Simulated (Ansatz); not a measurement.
# LaGaH6: complex band structure, part 2 of 3

A new crystal, LaGaH6: structure, gap and complex bands. It is built by putting Ga for Al in the LaAlH6 structure of space group R-3m, with the volume rescaled by atomic radii. The parent structure comes from the Materials Project.

Ansatz 0.2.0; LDA DFT, plane waves, PAW files (the session's first sound run).

So far. Step 2 (Cell and atoms at rest): The largest force component on a free atom ends at 2.8e-4 eV/Å.

The structure was built from a prototype and need not be the compound's stable phase.

### 3. Band edges

The energy window and the wavevectors of the next steps follow from the band edges, so these are searched first, off the mesh as well.

input.yaml

```yaml
crystal:
  lattice:
    - [3.2088967538, 1.8526574046, 2.0642271761]
    - [-3.2088967538, 1.8526574046, 2.0642271761]
    - [0.0, -3.7053148092, 2.0642271761]
  atoms:
    - { symbol: La, position: [0.5, 0.5, 0.5] }
    - { symbol: Ga, position: [0.0, 0.0, 0.0] }
    - { symbol: H, position: [0.9395451596, 0.2982251013, 0.2982251013] }
    - { symbol: H, position: [0.2982251013, 0.9395451596, 0.2982251013] }
    - { symbol: H, position: [0.2982251013, 0.2982251013, 0.9395451596] }
    - { symbol: H, position: [0.0604548404, 0.7017748987, 0.7017748987] }
    - { symbol: H, position: [0.7017748987, 0.0604548404, 0.7017748987] }
    - { symbol: H, position: [0.7017748987, 0.7017748987, 0.0604548404] }
kpoints:
  mp_grid: { grid: [6, 6, 6] }
  band_path: { path: [VBM, CBM], npoints: 30 }
scf:
  occupations: { method: fixed }
hamiltonian:
  xc: lda
output:
  eigenvalues: true
  write_potential: true
  write_density: true
  volumetric_format: npy
  elf: true
```

On the command line:

```sh
ansatz run input.yaml --threads 2 --pin off --max-ram 4096MiB --backend cpu --events-out ev --progress --plain --runs-dir out
```

Numbers of over 12 decimals in the logs are rounded to 6 here.

Log:

```text
[...]
Crystal: 8 atoms, lattice volume = 73.631 Å³
Basis set: ecut = 420 eV, 1447 PW (Γ)
Bands: 23, of which v1, the nominal top of the filled ones, is band 15 counted from 1 (14 counted from 0)
Symmetry: 12 space group operations
[...]
k-points: 32 of 216
[...]
SCF iter   1: F=—  HF=-9878.911335 eV  |F-HF|=—  |Δ(HF+E_count)|=         —  Δρ=1.55e-2  dr2=1.31e-1  ethr=1.77e-3  ⟨swp⟩=4.4  Hψ=2909  notcnv=0  defer=129
[...]
SCF iter   7: F=-9878.866730 eV  HF=-9878.866730 eV  |F-HF|=6.93e-10  |Δ(HF+E_count)|=   6.67e-8  Δρ=3.11e-6  dr2=6.25e-9  ethr=3.33e-10  ⟨swp⟩=8.0  Hψ=2788  notcnv=0
SCF 1 converged in 7 iterations: F = -9878.866730 eV  dr2 = 6.25e-9
[...]
NSCF: frozen V_eff on 32 k-points
[...]
SCF converged after 7 iterations
Free energy (F): -9878.866730 eV
[...]
Internal energy: -9878.866730 eV  (E = F + TS)
E sigma→0 (E₀):  -9878.866730 eV
Fermi energy:    7.020856 eV
[...]
--- Band table (eV; the first three rows and the last of 32) ---
  k-point 0: bands = [... 11 lower, 4.3420, 4.5825, 4.5825, 4.8180, 8.2284, 10.2208, 10.3483, 10.4178, ... 4 higher]
  k-point 1: bands = [... 11 lower, 3.8320, 4.3973, 5.3137, 5.3325, 8.8687, 10.0338, 10.3185, 10.3789, ... 4 higher]
  k-point 2: bands = [... 11 lower, 3.4564, 3.8110, 6.2624, 6.3783, 9.7829, 9.7944, 10.1655, 10.3047, ... 4 higher]
  k-point 31: bands = [... 11 lower, 2.8794, 2.8794, 5.6604, 5.6604, 9.5867, 10.4317, 10.4317, 10.5427, ... 4 higher]
```

The job ended after 4.6 s (2 threads of Arm Neoverse V2, shared host; peak memory 0.36 GiB).

Numbers from this step:

```yaml
fermi_energy: 7.021 eV
gap_on_the_k_mesh: 1.208 eV
gap_on_path: 1.208 eV, by band count; negative where bands overlap
direct_gap_on_path: 2.560 eV
edge_places_on_path: 0, 0.7595 1/A along the path
```

The electronic bands at the labelled points (eV, zero at the Fermi level (highest filled level under fixed occupations); v1 is the highest filled band, c1 the lowest empty one):

```csv
point,v4,v3,v2,v1,c1,c2,c3,c4
VBM,-3.69,-3.47,-0.21,0.00,2.56,2.98,3.16,3.30
halfway,-3.41,-2.93,-1.23,-1.19,2.35,2.88,3.28,3.29
CBM,-2.68,-2.44,-2.44,-2.20,1.21,3.20,3.33,3.40
```

Valence density in the ab plane of the conventional cell at fractional z = 0.155, with atoms of La and H within 0.2 Å of it. It is the smooth field of the valence electrons, not physical close to the nuclei.

Ten even steps from '_' (0.0 e/Å³) to '@' (1.7 e/Å³), each cell a mean:
```
::::--::..______....______..----::::
::==##--..____......____..++**--....
::====::....--++==::....::++--..__..
........::**%%@@%%==..........______
______::**@@@@@@@@==..______________
____..++@@@@%%@@##::________________
____::**@@@@@@%%--..________________
....::**%%@@##--....::....______..::
..__..--==--::....==**--..__..--**==
______....______::****::....::++##--
______..________::--::......::--::__
__..::::..________..............____
..==##--..__________......__________
::==++::__________..::::..__________
::::::__________..==**--..__________
::::..__________::****::__________..
::......________::--..________......
```
Columns run along a (6.4 Å), rows up along b (6.4 Å), edges of the conventional cell, whose origin can differ from the input's. Atoms in or near the plane, at fractional coordinates: La at (0.33, 0.67), H at (0.76, 0.88), H at (0.12, 0.88), H at (0.12, 0.24), H at (0.91, 0.45), H at (0.55, 0.45), H at (0.55, 0.09).

ELF in the ab plane of the conventional cell at fractional z = 0.155, with atoms of La and H within 0.2 Å of it. It is the smooth field of the valence electrons, not physical close to the nuclei.

Ten even steps from '0' (0.04) to '9' (1.00), each cell a mean:
```
258982024421489842
599961123102899842
899733576424999634
896347778624897315
431476247612331002
102661057400100000
314763476234410135
624777752589722689
723566325999635999
501221049997337999
114541159974237996
279972146532235641
799972012234322102
899840003688620004
676410027999720014
333221059998401222
224662159984136632
```
Columns run along a (6.4 Å), rows up along b (6.4 Å), edges of the conventional cell, whose origin can differ from the input's. Atoms in or near the plane, at fractional coordinates: La at (0.33, 0.67), H at (0.76, 0.88), H at (0.12, 0.88), H at (0.12, 0.24), H at (0.91, 0.45), H at (0.55, 0.45), H at (0.55, 0.09).

Electrostatic potential energy in the ab plane of the conventional cell at fractional z = 0.155, with atoms of La and H within 0.2 Å of it. With pseudopotentials it is smooth inside the atoms' cores, unlike the true potential.

Ten even steps from '0' (-37 eV) to '9' (12 eV), each cell a mean:
```
787899998999987887
861699887889832788
854887545689736999
988863001589989999
998720200589999999
998403502789999999
987201115899999999
986300258888999998
887655788527999724
998888998138888416
999899998788888789
997799999988889999
961699999988899999
955899999988999999
888999999627999999
888999998128999998
788999998789999987
```
Columns run along a (6.4 Å; values clipped at the 3rd and 97th percentile), rows up along b (6.4 Å), edges of the conventional cell, whose origin can differ from the input's. Atoms in or near the plane, at fractional coordinates: La at (0.33, 0.67), H at (0.76, 0.88), H at (0.12, 0.88), H at (0.12, 0.24), H at (0.91, 0.45), H at (0.55, 0.45), H at (0.55, 0.09).

The searched edges give 1.21 eV, as on the mesh.

### 4. Complex bands, plane (001)

This step: LDA DFT, plane waves, PAW files; complex bands by layer matching along the plane's normal (Ansatz 0.2.0).

The same crystal is laid in a cell whose first two vectors span the (001) plane (indices of the standard conventional cell, whose axes can be ordered otherwise than in the bulk input). At fixed energy and wavevector in the plane the solver finds all kz, real and complex. A few wavevectors are listed, (0, 0) and (-0.5, 0) in units of the plane's reciprocal vectors; the slowest state needn't be among them.

input.yaml

```yaml
crystal:
  lattice:
    - [6.417793508, 0.0, 0.0]
    - [3.208896754, 5.557972214, 0.0]
    - [3.208896754, 1.852657405, 2.064227176]
  atoms:
    - { symbol: La, position: [0.5, 0.5, 0.5] }
    - { symbol: Ga, position: [0.0, 0.0, 0.0] }
    - { symbol: H, position: [0.7017748987, 0.7017748987, 0.5359953622] }
    - { symbol: H, position: [0.0604548404, 0.7017748987, 0.5359953622] }
    - { symbol: H, position: [0.7017748987, 0.0604548404, 0.5359953622] }
    - { symbol: H, position: [0.2982251013, 0.2982251013, 0.4640046378] }
    - { symbol: H, position: [0.9395451596, 0.2982251013, 0.4640046378] }
    - { symbol: H, position: [0.2982251013, 0.9395451596, 0.4640046378] }
kpoints:
  mp_grid: { grid: [12, 12, 12] }
scf:
  occupations: { method: fixed }
hamiltonian:
  xc: lda
output:
  eigenvalues: true
  transmission:
    leads: [[0, 0]]
    kpoints: [[0.0, 0.0], [-0.5, 0.0]]
    e_range: [-1.0, 2.21]
    de: 0.08
```

Log:

```text
basis.fft_grid_basis auto: the FFT boxes are laid along the combinations [[1, 0, -1], [0, 1, -1], [0, 0, 1]] of the cell's own vectors, 4.242, 4.242 and 4.242 Å long. The dense box has 30×30×30 points. Along the cell's own vectors, as sized, it would have 45×45×30, 2.25 times as many. basis.fft_grid_basis: typed keeps the cell's own vectors: state it where this run's energies or levels are differenced outside the engine with another run's, or held beside a run that keeps those vectors.
[...]
Crystal: 8 atoms, lattice volume = 73.631 Å³
Basis set: ecut = 420 eV, 1447 PW (Γ), FFT grids on a1−a3, a2−a3, a3
Bands: 23, of which v1, the nominal top of the filled ones, is band 15 counted from 1 (14 counted from 0)
Symmetry: 12 space group operations
[...]
k-points: 189 of 1728
[...]
SCF iter   1: F=—  HF=-9878.911228 eV  |F-HF|=—  |Δ(HF+E_count)|=         —  Δρ=1.55e-2  dr2=1.31e-1  ethr=1.77e-3  ⟨swp⟩=4.5  Hψ=17234  notcnv=0  defer=759
[...]
SCF iter   7: F=-9878.866689 eV  HF=-9878.866689 eV  |F-HF|=6.62e-10  |Δ(HF+E_count)|=   6.48e-8  Δρ=3.10e-6  dr2=6.20e-9  ethr=3.33e-10  ⟨swp⟩=8.1  Hψ=16601  notcnv=0
SCF 1 converged in 7 iterations: F = -9878.866689 eV  dr2 = 6.20e-9
[...]
transmission: 3 of 6 steps passed
transmission: 6 of 6 steps passed
SCF converged after 7 iterations
Free energy (F): -9878.866689 eV
[...]
Internal energy: -9878.866689 eV  (E = F + TS)
E sigma→0 (E₀):  -9878.866689 eV
Fermi energy:    7.020846 eV
[...]
--- Band table (eV; the first three rows and the last of 189) ---
  k-point 0: bands = [... 11 lower, 4.3420, 4.5825, 4.5825, 4.8180, 8.2284, 10.2208, 10.3483, 10.4178, ... 4 higher]
  k-point 1: bands = [... 11 lower, 3.5677, 3.9648, 5.6883, 5.6883, 8.4732, 10.2498, 10.3469, 10.3469, ... 4 higher]
  k-point 2: bands = [... 11 lower, 3.1535, 3.1535, 6.7023, 6.7023, 9.0737, 10.0111, 10.0111, 10.3236, ... 4 higher]
  k-point 188: bands = [... 11 lower, 3.1606, 3.6223, 5.8647, 6.7478, 9.0848, 9.9042, 10.1738, 10.3514, ... 4 higher]
--- Transmission ---
  basis      : 313 plane waves across, 3 finite elements along
  points     : 2, as listed
  energies   : 41 from -1.000000 to 2.200000 eV about the Fermi level, 0.080000 eV apart; the leads are filled to 0.603790 eV, and channels, transmission and decay are at 0.600000 eV
  crystal 0  : Ga1H6La1, at the sites [0, 0], period 2.0642 Å: whole cells are its period
    offset         : up to 0.0000 Å between an atom of the period and one for which it stands
    channels       : 0.000000e0 a spin
    conductance    : none, the energies end too early or step too widely for 300 K: set another output.transmission.e_range or a lower de, or, where they end at an eighth of basis.ecutwfc, a higher one
    slowest decay  : 0.1787 /Å at (-0.5000, 0.0000)
```

Wall time 57 s (2 threads); peak memory 0.91 GiB.

This step gave:

```
level to which the leads are filled                       : 0.6038 eV from the Fermi level
decay constant at the filling level, zone centre          : 0.2164 Å⁻¹
decay constant at the filling level, slowest listed point : 0.1787 Å⁻¹
```

K parallel (0, 0); values up to 1.5 1/Å, a degenerate pair printed once or twice; energies at which all values exceed this have no row. Table of Im kz of the slowest decaying states by energy, zero at the highest filled level on the SCF mesh:

```csv
energy (eV),decay 1 (Å⁻¹),decay 2 (Å⁻¹),decay 3 (Å⁻¹),decay 4 (Å⁻¹)
-1.00,0.233,0.343,0.364,0.892
-0.76,0.248,0.347,0.428,0.842
-0.52,0.259,0.349,0.472,0.791
-0.28,0.267,0.349,0.505,0.737
-0.12,0.0908,0.271,0.349,0.523
-0.04,0.118,0.273,0.348,0.531
0.12,0.155,0.275,0.347,0.545
0.36,0.192,0.274,0.344,0.563
0.60,0.216,0.265,0.339,0.514
0.84,0.233,0.239,0.332,0.448
1.08,0.162,0.245,0.324,0.393
1.32,0.251,0.313,0.361,0.605
1.48,0.253,0.304,0.349,0.609
1.72,0.251,0.287,0.339,0.614
1.96,0.245,0.264,0.331,0.618
2.20,0.228,0.232,0.326,0.623
```

K parallel (0, 0). Re kz of states that move upwards against energy, zero at the highest filled level on the SCF mesh:

```csv
energy (eV),channel 1 (Å⁻¹),channel 2 (Å⁻¹),channel 3 = channel 4 (Å⁻¹)
-1.00,-0.917,-0.917,0.322
-0.92,-0.889,-0.889,0.339
-0.76,-0.838,-0.838,0.375
-0.68,-0.812,-0.812,0.395
-0.52,-0.760,-0.760,0.437
-0.44,-0.732,-0.732,0.461
-0.36,-0.700,-0.700,0.490
-0.20,-,-,-
-0.12,-,-,-
-0.04,-,-,-
0.12,-,-,-
0.20,-,-,-
0.36,-,-,-
0.44,-,-,-
0.52,-,-,-
0.68,-,-,-
0.76,-,-,-
0.84,-,-,-
1.00,-,-,-
1.08,-,-,-
1.24,0.0880,-,-
1.32,0.167,-,-
1.40,0.223,-,-
1.56,0.310,-,-
1.64,0.348,-,-
1.72,0.382,-,-
1.88,0.445,-,-
1.96,0.475,-,-
2.12,0.530,-,-
2.20,0.557,-,-
```

K parallel (-0.5, 0); values up to 1.5 1/Å, a degenerate pair printed once or twice; energies at which all values exceed this have no row. Table of Im kz of the slowest decaying states by energy, zero at the highest filled level on the SCF mesh:

```csv
energy (eV),decay 1 (Å⁻¹),decay 2 (Å⁻¹),decay 3 (Å⁻¹),decay 4 (Å⁻¹)
-1.00,0.0905,0.312,0.331,0.406
-0.84,0.177,0.306,0.340,0.372
-0.76,0.199,0.303,0.344,0.346
-0.60,0.175,0.229,0.297,0.351
-0.52,0.240,0.247,0.295,0.354
-0.36,0.258,0.296,0.308,0.360
-0.20,0.0260,0.269,0.300,0.345
-0.12,0.0696,0.274,0.303,0.360
-0.04,0.0936,0.277,0.305,0.368
0.04,0.0898,0.112,0.279,0.308
0.12,0.126,0.151,0.281,0.310
0.28,0.149,0.219,0.281,0.314
0.44,0.166,0.264,0.279,0.318
0.52,0.173,0.276,0.282,0.319
0.68,0.184,0.269,0.311,0.322
0.76,0.189,0.264,0.322,0.323
0.92,0.196,0.252,0.323,0.344
1.08,0.202,0.235,0.324,0.352
1.16,0.204,0.225,0.323,0.345
1.32,0.199,0.206,0.322,0.325
1.40,0.183,0.206,0.312,0.322
1.56,0.140,0.206,0.279,0.319
1.72,0.0595,0.204,0.233,0.316
1.80,0.202,0.203,0.314,0.412
1.96,0.109,0.196,0.309,0.418
2.04,0.191,0.306,0.421,0.444
2.20,0.0652,0.180,0.299,0.425
```

K parallel (-0.5, 0). The Re kz of states that move upwards by energy, zero at the highest filled level on the SCF mesh:

```csv
energy (eV),channel 1 (Å⁻¹),channel 2 (Å⁻¹),channel 3 (Å⁻¹)
-1.00,-1.47,-0.176,0.269
-0.92,-1.43,-0.114,0.285
-0.76,-1.33,-0.0232,0.317
-0.68,-1.25,0.0189,0.334
-0.52,0.106,0.371,-
-0.44,0.151,0.391,-
-0.36,0.197,0.415,-
-0.20,0.291,-,-
-0.12,0.345,-,-
-0.04,0.417,-,-
0.12,-,-,-
0.20,-,-,-
0.36,-,-,-
0.44,-,-,-
0.52,-,-,-
0.68,-,-,-
0.76,-,-,-
0.84,-,-,-
1.00,-,-,-
1.08,-,-,-
1.24,-,-,-
1.32,-,-,-
1.40,-,-,-
1.56,-,-,-
1.64,-,-,-
1.72,-,-,-
1.88,-1.42,-0.357,-
1.96,-1.38,-0.322,-
2.12,-1.29,-0.838,-0.265
2.20,-0.239,-,-
```

At the listed wavevectors the last open channel is at -0.04 eV and the next at +1.24 eV on the grid. At +0.60 eV, the grid energy nearest the filling level (the middle of the gap on the SCF mesh), the slowest state at the listed wavevectors decays with κ = 0.179 Å⁻¹, its amplitude falling by e over 5.6 Å. Through 1 nm of this crystal that state's transmission falls by exp(−2 × 0.179 Å⁻¹ × 10 Å) = 0.028.

(Continued in part 3 of 3.)

[Logs are printed without paths, hosts, clocks, repeated set-up lines and the standing remarks that a program may print on its own settings, such as how far it seeks lower states.]

[Hosts, paths, dates, database ids (printed as entryN), source tags and the programs' standing remarks are cut or masked in the printed files.]
